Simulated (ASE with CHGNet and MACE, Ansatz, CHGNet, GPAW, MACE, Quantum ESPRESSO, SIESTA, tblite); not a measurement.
## Amorphous Hg20Zn15S35 (70 atoms) in machine-learned potentials

Wanted: machine-learned potentials inputs and outputs for amorphous Hg20Zn15S35 (70 atoms), checked against a plane-wave reference.

Program: ASE with CHGNet and MACE. Level of theory: the method is named at each step. Results are calculated unless marked as measured.

**1. The starting structure**

The cell holds 70 atoms: 20 Hg, 15 Zn and 35 S. Its edges and angles: a = 11.824 Å, b = 11.824 Å, c = 11.824 Å, α = 90.0°, β = 90.0°, γ = 90.0°. 70 atoms (20 Hg, 15 Zn, 35 S) placed at random at 6.14 g/cm³, melted at 2500 K for 10 ps at fixed volume with the Stillinger-Weber II-VI potential (Zhou et al., Phys. Rev. B 88, 085309 (2013)). Quenched from 2500 K to 700 K at 500 K/ps and fixed volume, held 5 ps, then minimised at fixed cell. Then every atom was moved at random, 0.03 Å r.m.s. a Cartesian component.

The yardstick, on the same geometry:

| Property | Result |
| --- | --- |
| method | Kohn-Sham DFT, PBE, SSSP efficiency 1.3.0 pseudopotentials, plane waves (Quantum ESPRESSO 7.5); sssp-pbe-1.3.0-efficiency, cutoffs 45/360 Ry, Γ point |
| r.m.s. force component | 0.4077 eV/Å |
| longest force | 1.413 eV/Å |
| pressure | -2.436 GPa |
| time | 8.8 min on 4 MPI ranks of Arm Neoverse V1, shared host |
| CPU time | 35 min |

**2. CHGNet 0.3.0 potential**

Method: machine-learned interatomic potential CHGNet 0.3.0, trained on PBE(+U) plane-wave data.

run.py

```python
import numpy as np
from ase.io import read
import mlip  # loads the published weights by name

atoms = read("structure.xyz")
atoms.calc = mlip.calc("chgnet-0.3.0")
energy = atoms.get_potential_energy()
forces = atoms.get_forces()
print(f"energy {energy:.6f} eV")
print("forces (eV/A)")
for i, (a, f) in enumerate(zip(atoms, forces)):
    print(f"{i:4d} {a.symbol:2s} {f[0]:10.5f} {f[1]:10.5f} {f[2]:10.5f}")
stress = -atoms.get_stress(voigt=False) * 160.21766
print("stress (GPa, compression positive)")
for row in stress:
    print(" ".join(f"{x:10.4f}" for x in row))
```

structure.xyz

```xyz
70
Lattice="11.82420 0.00000 0.00000 0.00000 11.82420 0.00000 0.00000 0.00000 11.82420" Properties=species:S:1:pos:R:3 pbc="T T T"
Hg 8.89180 3.91866 2.40126
Hg 2.74783 8.44709 2.92282
Hg 0.18280 1.20571 8.41576
Hg 0.98141 0.57300 5.10794
Hg 2.95972 5.82543 10.51786
Hg 4.76645 8.87477 0.20633
Hg 3.33064 0.26593 10.69475
Hg 3.00193 10.15155 8.07841
Hg 6.13286 6.89398 9.78074
Hg 3.10090 3.61620 1.18656
Hg 9.23174 10.21292 5.73710
Hg 4.70863 6.90261 6.15249
Hg 6.50059 0.37424 10.50746
Hg 3.25946 0.52417 2.53546
Hg 6.03720 4.69054 0.77555
Hg 6.32938 9.97040 8.04412
Hg 6.13641 9.80853 4.13268
Hg 7.90980 1.45781 5.51611
Hg 6.30927 3.71812 8.25897
Hg 9.83253 11.06390 10.16255
Zn 8.15621 6.32547 4.98496
Zn 0.75509 9.50618 11.41414
Zn 5.18503 3.49133 4.50443
Zn 0.04671 6.50899 8.31017
Zn 2.52801 4.03938 7.48283
Zn 8.19914 8.12122 1.74431
Zn 8.88163 7.58877 7.73102
Zn 2.01047 4.86176 3.91570
Zn 10.91929 4.97775 5.71133
Zn 0.07709 1.75779 1.02823
Zn 9.95326 3.65521 9.68118
Zn 8.59418 11.70726 1.48701
Zn 11.34343 5.94958 0.45322
Zn 0.24015 8.40393 5.20832
Zn 4.12511 0.54983 6.57863
S 0.75001 3.86864 9.19308
S 9.55726 9.60125 3.14382
S 7.02984 8.16721 6.03862
S 5.30516 2.34947 2.36839
S 0.67457 7.13330 10.57474
S 7.13874 0.22762 3.51214
S 11.09122 11.27650 0.81575
S 1.21576 2.43661 3.20731
S 0.71264 10.32040 3.52267
S 10.51491 6.83261 4.11340
S 4.37188 5.36783 8.18849
S 4.35509 5.59344 3.95732
S 2.70325 10.36923 0.79707
S 3.92753 10.95370 4.64431
S 9.16340 6.94057 11.73032
S 7.26183 6.08249 2.72169
S 9.64713 5.30824 7.66078
S 3.28937 2.55474 5.67278
S 7.75112 2.01082 0.39516
S 10.51266 3.63405 0.24523
S 10.40269 0.73168 6.41014
[... 10 atom lines left out ...]
S 1.93976 2.17305 11.30464
S 9.03676 1.45899 9.11681
S 8.20410 9.04078 9.61556
S 6.38838 0.85453 7.68136
```

Started as:

```bash
> OMP_NUM_THREADS=1 python run.py > output.txt
```

The log of the run:

```text
CHGNet v0.3.0 initialized with 412,525 parameters
CHGNet will run on cpu
energy -194.501114 eV
forces (eV/A)
   0 Hg    0.33072    0.11374    0.01580
   1 Hg   -0.84072    0.01478    0.20897
   2 Hg   -0.16152    0.60574    0.23789
   3 Hg   -0.44562   -0.18956   -0.50065
   4 Hg   -0.22202    0.32083    0.09486
   5 Hg    0.15787   -0.10080    0.25048
   6 Hg   -0.04212   -0.05631    0.04597
   7 Hg   -0.31955   -0.31427   -0.45142
   8 Hg    0.78237    0.04493    0.36254
   9 Hg    0.32318   -0.33557    0.29335
  10 Hg    0.67313    0.02182   -0.49203
  11 Hg   -0.46593   -0.05884   -0.46325
  12 Hg    0.51430    0.71598    0.33564
  13 Hg    0.21495    0.55872    0.33945
  14 Hg    0.31394   -0.25330   -0.23574
  15 Hg    0.27161    0.44816    0.46759
  16 Hg    0.06796    0.33015   -0.14175
  17 Hg    0.25015    0.40089   -0.05080
  18 Hg    0.65304   -0.02074   -0.02269
  19 Hg    0.04753    0.19874    0.32945
  20 Zn    0.30255   -0.36652   -0.47487
  21 Zn   -0.19221    0.29409   -0.18172
  22 Zn    0.04179    0.09884   -0.03907
  23 Zn   -0.49371   -0.05445   -0.22805
[...]
62 S    -0.42316   -0.52838   -0.61231
  63 S     0.56647    0.32066    0.44752
  64 S    -0.19254   -0.26460    0.42017
  65 S    -0.42779    0.28934   -0.38790
  66 S    -0.04473   -0.10096    0.30088
  67 S     0.54666    0.00978    0.40282
  68 S    -0.17643   -0.34707   -0.89938
  69 S    -1.01918   -0.47620   -0.14208
stress (GPa, compression positive)
   -1.8114    -0.3377    -0.5080
   -0.3377    -2.7942    -0.5219
   -0.5080    -0.5219    -1.7604
```

Run time: 6.8 s. Hardware: 1 thread of Arm Neoverse V1, shared host; peak memory 0.67 GiB.

Banners, paths, timers and routine set-up lines are dropped from the logs unmarked, and long logs keep their key lines alone; longer cuts are marked.

Compared with the plane-wave run:

| Property | Result |
| --- | --- |
| r.m.s. force component | 0.3838 eV/Å |
| r.m.s. difference of force components | 253.2 meV/Å |
| longest difference of force vectors | 1175 meV/Å |
| force difference over r.m.s. force | 62.1 % |
| slope of forces against the reference's | 0.7502 |
| correlation of force components | 0.797 |
| pressure | -2.122 GPa |
| pressure difference | 0.3143 GPa |

Length of the force difference by element (eV/Å):

```csv
element,atoms,mean,most
Hg,20,0.35,1.2
S,35,0.46,0.88
Zn,15,0.23,0.52
```

A closer look about S39, which bears the longest force: 10 atoms, nearest first, numbered in the order of the input, with positions taken from that point.

```csv
atom,x,y,z,distance (Å),bonds,Fx,Fy,Fz (eV/Å)
S39,0.00,0.00,0.00,0.00,4,-1.06,0.47,-0.14
Zn23,-0.12,1.14,2.14,2.43,4,0.04,0.10,-0.04
Hg14,-2.05,-1.83,0.17,2.75,4,0.21,0.56,0.34
Hg10,-2.20,1.27,-1.18,2.80,4,0.32,-0.34,0.29
Hg15,0.73,2.34,-1.59,2.92,4,0.31,-0.25,-0.24
S41,1.83,-2.12,1.14,3.03,3,0.37,-0.38,-0.22
S54,2.45,-0.34,-1.97,3.16,3,-0.17,-0.90,0.08
S47,-0.95,3.24,1.59,3.74,3,-0.47,-0.22,0.63
S53,-2.02,0.21,3.30,3.88,4,0.33,-0.06,0.88
Hg1,3.59,1.57,0.03,3.92,4,0.33,0.11,0.02
```

Atoms are counted from 1 here, from 0 in the log.

Forces lie 62 % from the reference's, at 0.0018 times its CPU time (on 1 against 4 cores).

**3. CHGNet r2SCAN potential**

Method: machine-learned interatomic potential CHGNet r2SCAN, trained on r2SCAN plane-wave data.

run.py, as its differences from that of step 2:

```diff
@@ -5,3 +5,3 @@
 atoms = read("structure.xyz")
-atoms.calc = mlip.calc("chgnet-0.3.0")
+atoms.calc = mlip.calc("chgnet-r2scan")
 energy = atoms.get_potential_energy()
```

structure.xyz is that of step 2.

The log of the run:

```text
CHGNet vr2scan initialized with 412,525 parameters
CHGNet will run on cpu
energy -1421.256348 eV
forces (eV/A)
   0 Hg    0.30895   -0.03542   -0.02598
   1 Hg   -0.70284   -0.09517    0.19423
   2 Hg   -0.19976    0.34895    0.14392
   3 Hg   -0.35426   -0.20837   -0.54144
   4 Hg   -0.26511    0.28071    0.20442
   5 Hg    0.25729    0.03777    0.18214
   6 Hg   -0.12025    0.05824    0.12071
   7 Hg   -0.25980   -0.22973   -0.37308
   8 Hg    0.62451   -0.01671    0.35903
   9 Hg    0.22549   -0.35400    0.09992
  10 Hg    0.44957    0.08507   -0.46615
  11 Hg   -0.40545   -0.13034   -0.42149
  12 Hg    0.46623    0.57236    0.35125
  13 Hg    0.20321    0.28721    0.30822
  14 Hg    0.23501   -0.17272   -0.10777
  15 Hg    0.25713    0.30298    0.42657
  16 Hg    0.05724    0.40984   -0.12687
  17 Hg    0.16292    0.29476   -0.11779
  18 Hg    0.40019    0.17488   -0.00210
  19 Hg   -0.01886    0.24625    0.22345
  20 Zn    0.15973   -0.22609   -0.45916
  21 Zn   -0.12143    0.28127   -0.20372
  22 Zn   -0.03379    0.19013   -0.02944
  23 Zn   -0.49746    0.08371   -0.23170
[...]
62 S    -0.40612   -0.73798   -0.60400
  63 S     0.56510    0.32921    0.57580
  64 S    -0.20406   -0.16888    0.45072
  65 S    -0.42528    0.39129   -0.27404
  66 S     0.10140   -0.23563    0.46793
  67 S     0.50514   -0.01228    0.41269
  68 S    -0.16436   -0.22727   -0.90727
  69 S    -0.97758   -0.46377   -0.33356
stress (GPa, compression positive)
   -2.6720    -0.2646    -0.5164
   -0.2646    -3.5593    -0.5543
   -0.5164    -0.5543    -2.7146
```

Elapsed: 6.8 s, on 1 thread; peak memory 0.67 GiB.

Compared with the plane-wave run:

```
r.m.s. force component                  : 0.3607 eV/Å
r.m.s. difference of force components   : 276.5 meV/Å
longest difference of force vectors     : 1316 meV/Å
force difference over r.m.s. force      : 67.83 %
slope of forces against the reference's : 0.6613
correlation of force components         : 0.7475
pressure                                : -2.982 GPa
pressure difference                     : -0.5457 GPa
```

Against the first run (62 %), the force difference from the reference is 68 %, at 1.0 times the CPU time; this potential was trained at another functional than the reference's, which explains only part of so large a difference.

**4. MACE MP-0b2 small potential**

Method: machine-learned interatomic potential MACE MP-0b2 small, trained on PBE(+U) plane-wave data.

run.py, as its differences from that of step 3:

```diff
@@ -5,3 +5,3 @@
 atoms = read("structure.xyz")
-atoms.calc = mlip.calc("chgnet-r2scan")
+atoms.calc = mlip.calc("mace-mp-0b2-small")
 energy = atoms.get_potential_energy()
```

structure.xyz is that of step 3.

The log of the run:

```text
energy -172.153052 eV
forces (eV/A)
   0 Hg    0.29650    0.23298   -0.01459
   1 Hg   -0.51901    0.20565    0.28498
   2 Hg    0.07047    0.32950    0.36920
   3 Hg   -0.68949   -0.26168    0.03056
   4 Hg    0.03436    0.19933    0.14332
   5 Hg    0.25778   -0.07651    0.04065
   6 Hg    1.04540   -0.50639   -0.70455
   7 Hg    0.50329    0.23614   -0.00635
   8 Hg    0.43207    0.40909    0.62070
   9 Hg    0.33887   -0.39628    0.13338
  10 Hg    0.74553    0.03452   -0.40923
  11 Hg   -0.49741    0.05383   -0.34519
  12 Hg   -0.65039    0.45664    0.17172
  13 Hg    0.36697    0.60555    0.34891
  14 Hg    0.16512   -0.22469   -0.45533
  15 Hg   -0.26376    0.47769    0.61932
  16 Hg    0.39169    0.35289    0.03247
  17 Hg    0.26374    0.21689   -0.04891
  18 Hg    0.82056   -0.25920    0.16088
  19 Hg    0.09117    0.17369    0.21025
  20 Zn    0.45075   -0.29973   -0.72229
  21 Zn   -0.02911    0.25412   -0.29947
  22 Zn    0.33665    0.16216    0.01620
  23 Zn   -0.35013   -0.22772   -0.18388
[...]
62 S    -0.32833   -0.20403   -0.30733
  63 S     0.19874    0.44443    0.23919
  64 S    -0.02277   -0.31442    0.32736
  65 S    -0.27022    0.13602   -0.46280
  66 S    -0.36614    0.70414    0.25374
  67 S     0.92677    0.28741    0.30234
  68 S    -0.06014   -0.71934   -0.79752
  69 S    -1.47454   -0.05022   -0.18674
stress (GPa, compression positive)
   -0.8773    -0.6846    -0.5134
   -0.6846    -1.7224    -0.7915
   -0.5134    -0.7915    -0.7784
```

The job ended after 7.5 s (1 thread; peak memory 0.72 GiB).

Against the reference:

- r.m.s. force component: 0.431 eV/Å
- r.m.s. difference of force components: 150.4 meV/Å
- longest difference of force vectors: 541.3 meV/Å
- force difference over r.m.s. force: 36.89 %
- slope of forces against the reference's: 0.9907
- correlation of force components: 0.9372
- pressure: -1.126 GPa
- pressure difference: 1.31 GPa

Against the first run (62 %), the force difference from the reference is 37 %, at 1.7 times the CPU time.

**5. Side by side**

Differences are against the plane-wave reference, forces as r.m.s. over components; share is that over the reference's r.m.s. force, slope the least-squares factor from reference forces to these. Total energies of different programs have different zeros and aren't compared.

```csv
run,"Δ force, r.m.s. (meV/Å)",share (%),slope,Δ pressure (GPa),cores,CPU time,memory (GiB)
reference,-,-,-,-,4,35 min,4.5
CHGNet 0.3.0 potential,253,62.1,0.750,0.314,1,3.8 s,0.67
CHGNet r2SCAN potential,277,67.8,0.661,-0.546,1,3.8 s,0.67
MACE MP-0b2 small potential,150,36.9,0.991,1.31,1,6.4 s,0.72
```

Times of the machine-learned potentials are mostly Python's start and the loading of weights.

CPU time is summed over cores on a shared host, where runs went side by side, so it is rough. Symmetry, cutoffs, thresholds, outputs and thread counts weren't matched or tuned between programs; memory under MPI is the largest rank's times the ranks.

A second geometry, displaced anew (every atom was moved at random, 0.06 Å r.m.s. a Cartesian component), gives an energy difference that all programs can be tested on. The reference puts it at 13.80 meV/atom.

```csv
run,energy less the first geometry's (meV/atom),error (meV/atom),force share at the second geometry (%)
CHGNet 0.3.0 potential,13.73,-0.0681,58.3
CHGNet r2SCAN potential,11.86,-1.95,64.6
MACE MP-0b2 small potential,10.61,-3.19,34.8
```

**6. What came out**

```json
{"nearest in forces": "MACE MP-0b2 small potential, 37 %", "its CPU time": "6.4 s"}
```

In words: Machine-learned potentials differ by 37 % (MACE MP-0b2 small potential) to 68 % (CHGNet r2SCAN potential); they were trained on other programs' data, some at another functional. Among those trained on PBE data the slope goes as low as 0.75, with a correlation of 0.80, so directions differ as well as sizes. The energy difference between the two geometries, 13.8 meV/atom in the reference, is met best by CHGNet 0.3.0 potential (-0.0681) and worst by MACE MP-0b2 small potential (-3.19). The reference's pressure holds the uncorrected Pulay stress of its 45 Ry basis, so small pressure differences, and their order, may be the reference's own error. Machine-learned potentials mimic data converged in k, so the reference's own k-point error enters their differences. The quench rate of 500 K/ps is many orders above laboratory rates, so the cell is likely richer in defects and strain than a real sample. The network of bonds at the start is that of the classical potential that made the cell, and needn't be the one that DFT or experiment would give. The reference's pressure of -2.4 GPa belongs to a cell and atoms that aren't relaxed at this level. The electronic-structure runs sample only Γ, in a cell whose shortest periodic width is 12 Å, which is coarse for a cell with partly filled levels. Spin–orbit coupling is left out, which matters for the levels of the heavy elements.

[Also dropped from logs without a mark: logging warnings of Python, and SIESTA's first energy breakdown and zero terms.]

[Logs are printed without paths, hosts, clocks, repeated set-up lines and the standing remarks that a program may print on its own settings, such as how far it seeks lower states.]

[Hosts, paths, dates, database ids (printed as entryN), source tags and the programs' standing remarks are cut or masked in the printed files.]
